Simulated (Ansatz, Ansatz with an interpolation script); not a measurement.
An input for Ansatz 0.2.0 (Ba2CaMoO6 (Fm-3m)):

```yaml
crystal:
  lattice:
    - [0.0, 4.1900565, 4.1900565]
    - [4.1900565, 0.0, 4.1900565]
    - [4.1900565, 4.1900565, 0.0]
  atoms:
    - { symbol: Ba, position: [0.25, 0.25, 0.25] }
    - { symbol: Ba, position: [0.75, 0.75, 0.75] }
    - { symbol: Ca, position: [0.0, 0.0, 0.0] }
    - { symbol: Mo, position: [0.5, 0.5, 0.5] }
    - { symbol: O, position: [0.72814, 0.27186, 0.27186] }
    - { symbol: O, position: [0.27186, 0.72814, 0.27186] }
    - { symbol: O, position: [0.27186, 0.72814, 0.72814] }
    - { symbol: O, position: [0.72814, 0.27186, 0.72814] }
    - { symbol: O, position: [0.27186, 0.27186, 0.72814] }
    - { symbol: O, position: [0.72814, 0.72814, 0.27186] }
kpoints:
  mp_grid: { grid: [4, 4, 4] }
hamiltonian:
  xc: lda
  pseudopotentials: { kind: paw, azcp: { folder: soft_1 }, xc_functional: pbe }
scf:
  occupations: { method: fixed }
gw:
  n_empty_bands: 613
  ecut_chi: 150.0
  qp_bands: [v18, c3]
  screening: { model: godby_needs }
```

```sh
ansatz run input.yaml --threads 2 --pin off --max-ram 92160MiB --backend cuda --events-out ev --progress --plain --runs-dir out --devices 1 --max-vram 13GiB
```

**Question.** How long will it take on 1 × NVIDIA H100 80GB HBM3 (shared by 6 runs) with 2 threads of AMD EPYC 7R13 (Zen 3), shared host, and how much memory?

It took 1.9 min; on shared hardware allow 57 s to 3.8 min. Peak host memory was 4.2 GiB. The sizes that set the cost: 2891 plane waves a state, 8 irreducible k points, 653 bands summed, 609 plane waves in the screening and 10 SCF cycles.

The screening grows as filled bands × empty bands × pairs of k points, times the square of the screening basis for the matrix.

[Paths, hosts, dates, memory and timing lines, banners, echoed tables and standing remarks are left out of the program output.]

[Logs are printed without paths, hosts, clocks, repeated set-up lines and the standing remarks that a program may print on its own settings, such as how far it seeks lower states.]

[Runs of the session that timed out or met a known fault of the program may be left out.]

[Hosts, paths, dates, database ids (printed as entryN), source tags and the programs' standing remarks are cut or masked in the printed files.]
